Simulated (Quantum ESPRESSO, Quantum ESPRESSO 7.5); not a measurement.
## Li(110): thickness series by an ASE script

Aim: how the work function and the surface energy of Li(110) settle with the number of layers.

Calculated with Quantum ESPRESSO 7.5; plane-wave DFT, PBE, GBRV ultrasoft pseudopotentials.

**What experiment says.**

For Li (polycrystalline sample, no single face), “Anisotropic work function of elemental crystals” (2019, arxiv:1902.07811) quotes earlier work: work function, loosely compared (polycrystalline sample, no single face) 2.93 eV.

This is a report of a sequence of runs, with most program output left out.

### 1. Starting point

The cell holds 8 atoms: 8 Li. Its edges and angles: a = 3.022 Å, b = 3.022 Å, c = 32.275 Å, α = 90.0°, β = 90.0°, γ = 70.5°. It derives from Li. Vacuum lies along c.

As a file:

```cif
data_structure
_symmetry_space_group_name_H-M 'P 1'
_symmetry_Int_Tables_number 1
_cell_length_a 3.0224
_cell_length_b 3.0224
_cell_length_c 32.2746
_cell_angle_alpha 90.000
_cell_angle_beta 90.000
_cell_angle_gamma 70.529
_cell_volume 277.97
loop_
_atom_site_label
_atom_site_type_symbol
_atom_site_fract_x
_atom_site_fract_y
_atom_site_fract_z
_atom_site_occupancy
Li1 Li 0.00000 0.00000 0.23238 1
Li2 Li 0.50000 0.50000 0.30884 1
Li3 Li 0.00000 0.00000 0.38531 1
Li4 Li 0.50000 0.50000 0.46177 1
Li5 Li 0.00000 0.00000 0.53823 1
Li6 Li 0.50000 0.50000 0.61469 1
Li7 Li 0.00000 0.00000 0.69116 1
Li8 Li 0.50000 0.50000 0.76762 1
```

### 2. Running the series

ASE writes the inputs, starts pw.x and reads the results. Under ESM bc1 the zero of energy of a symmetric slab is the vacuum, so the work function is minus the Fermi level.

File run.py:

```python
import json
import numpy as np
from ase.build import bcc110
from ase.calculators.espresso import Espresso, EspressoProfile

profile = EspressoProfile(command='mpirun -n 2 pw.x -nk 2', pseudo_dir='../pseudo')
pseudopotentials = {'Li': 'li_pbe_v1.4.uspp.F.UPF'}
system = {'ecutwfc': 40, 'ecutrho': 200, 'occupations': 'smearing', 'smearing': 'mv', 'degauss': 0.02}


def calculator(name, kpts, **extra):
    data = dict(control=dict(tprnfor=True, verbosity='high', disk_io='none'),
                system=system | extra,
                electrons=dict(conv_thr=1e-07, mixing_beta=0.4, mixing_mode='local-TF',
                               electron_maxstep=100))
    return Espresso(profile=profile, directory=name, pseudopotentials=pseudopotentials, kpts=kpts, input_data=data)


def centre(atoms):
    z = atoms.positions[:, 2]
    atoms.positions[:, 2] -= (z.max() + z.min()) / 2  # ESM wants the slab about z = 0
    return atoms


rows = []
for n in [3, 4, 5, 6, 7, 8]:
    slab = centre(bcc110('Li', size=(1, 1, n), a=3.49, vacuum=7.5, periodic=True))
    slab.set_initial_magnetic_moments([0.0] * n)
    slab.calc = calculator(f'n{n}', (12, 12, 1), assume_isolated='esm', esm_bc='bc1')
    energy = slab.get_potential_energy()
    work = -slab.calc.get_fermi_level()
    force = slab.get_forces()[-1, 2]
    rows.append([n, energy, work, force])
    print(f'{n} layers: E = {energy:.5f} eV, work function {work:.3f} eV, force on the top atom {force:+.3f} eV/A')

n, energy = np.array(rows)[:, :2].T
slope, offset = np.polyfit(n[1:], energy[1:], 1)
area = np.linalg.norm(np.cross(*slab.cell[:2]))
gamma = offset / (2 * area) * 16.0218
print(f'bulk energy from the slope {slope:.5f} eV an atom; unrelaxed surface energy {gamma:.3f} J/m^2')
json.dump(dict(rows=rows, slope=slope, gamma=gamma), open('result.json', 'w'))
```

Launch:

```bash
$ OMP_NUM_THREADS=1 python run.py
```

Run time: 15 min. Hardware: 2 MPI ranks of Arm Neoverse N1, shared host; peak memory 0.37 GiB; 30 min of CPU time.

This step gave:

| Item | Value |
| --- | --- |
| surface energy | 0.4904 J/m² |
| work function of the thickest slab | 3.232 eV |

Table of work function by layers:

```
layers  work function (eV)
  3.00                3.34
  4.00                3.29
  5.00                3.24
  6.00                3.23
  7.00                3.23
  8.00                3.23
```

Table of force on the top atom along the normal by layers:

```
layers  force on the top atom along the normal (eV/Å)
  3.00                                         -0.100
  4.00                                        -0.0966
  5.00                                        -0.0989
  6.00                                         -0.103
  7.00                                         -0.103
  8.00                                         -0.105
```

Table of energy less the bulk line's slope by layers:

```
layers  energy less the bulk line's slope (meV)
  3.00                                      534
  4.00                                      526
  5.00                                      529
  6.00                                      525
  7.00                                      530
  8.00                                      526
```

### 3. Running the series: PBE, SG15 norm-conserving

Level of this step: plane-wave DFT, PBE, SG15 norm-conserving pseudopotentials (Quantum ESPRESSO 7.5).

run.py, as its differences from the input of step 2:

```diff
@@ -6,4 +6,4 @@
 profile = EspressoProfile(command='mpirun -n 2 pw.x -nk 2', pseudo_dir='../pseudo')
-pseudopotentials = {'Li': 'li_pbe_v1.4.uspp.F.UPF'}
-system = {'ecutwfc': 40, 'ecutrho': 200, 'occupations': 'smearing', 'smearing': 'mv', 'degauss': 0.02}
+pseudopotentials = {'Li': 'Li_ONCV_PBE-1.2.upf'}
+system = {'ecutwfc': 60, 'ecutrho': 240, 'occupations': 'smearing', 'smearing': 'mv', 'degauss': 0.02}
```

Launch:

```bash
$ OMP_NUM_THREADS=1 python run.py
```

The job ended after 46 min (2 MPI ranks; peak memory 0.55 GiB).

Read from the output:

| Quantity | Value |
| --- | --- |
| surface energy | 0.4898 J/m² |
| work function of the thickest slab | 3.229 eV |

Table of work function by layers:

```
layers  work function (eV)
  3.00                3.34
  4.00                3.28
  5.00                3.24
  6.00                3.23
  7.00                3.22
  8.00                3.23
```

The force on the top atom along the normal by layers:

```
layers  force on the top atom along the normal (eV/Å)
  3.00                                        -0.0987
  4.00                                        -0.0955
  5.00                                        -0.0980
  6.00                                        -0.0999
  7.00                                         -0.104
  8.00                                         -0.103
```

Table of energy less the bulk line's slope by layers:

```
layers  energy less the bulk line's slope (meV)
  3.00                                      533
  4.00                                      526
  5.00                                      528
  6.00                                      524
  7.00                                      529
  8.00                                      526
```

### 4. Worked from the printed numbers

γ = (E_N − N e_bulk)/(2A). The excess of the thickest slab is 0.526 eV and A = 8.613 Å²: 0.526/(2 × 8.613) × 16.02 = 0.49 J/m² (1 eV/Å² = 16.02 J/m²); the fit's intercept gives 0.49.

### 5. What came out

| Quantity | Value |
| --- | --- |
| work function of the thickest slab, PBE, GBRV ultrasoft | 3.23 eV |
| unrelaxed surface energy, PBE, GBRV ultrasoft | 0.49 J/m² |
| work function of the thickest slab, PBE, SG15 norm-conserving | 3.23 eV |
| unrelaxed surface energy, PBE, SG15 norm-conserving | 0.49 J/m² |

**Reading.** The thickest slab gives a work function of 3.23 eV and the series an unrelaxed surface energy of 0.49 J/m² (PBE, GBRV ultrasoft). The work function swings by 0.11 eV over 3 to 8 layers and by 0.00 eV over the last step; confined states crossing the Fermi level and the finite mesh both contribute. From 4 layers on it stays within 0.1 eV. The force on the top atom of the thickest slab points inwards (0.10 eV/Å). The slabs are cut from the bulk at the tabulated lattice constant and not relaxed; the surface energy comes from a straight line through the energies of all but the thinnest slab.

Calculation against experiment:

```
                                                                     quantity  measured        PBE, GBRV        PBE, SG15
work function, loosely compared (polycrystalline sample, no single face) (eV)      2.93  3.23 (+0.30 eV)  3.23 (+0.30 eV)
```

Measured values from arxiv:1902.07811 (2019).

How well it matches: A polycrystal averages over faces, so this is a loose comparison.

[Logs are printed without paths, hosts, clocks, repeated set-up lines and the standing remarks that a program may print on its own settings, such as how far it seeks lower states.]

[Hosts, paths, dates, database ids (printed as entryN), source tags and the programs' standing remarks are cut or masked in the printed files.]

[Maps of the electrostatic potential energy from Ansatz leave out the sawtooth potential of an applied field or a dipole correction, so their vacuum need not be flat; planar profiles and work functions include it.]
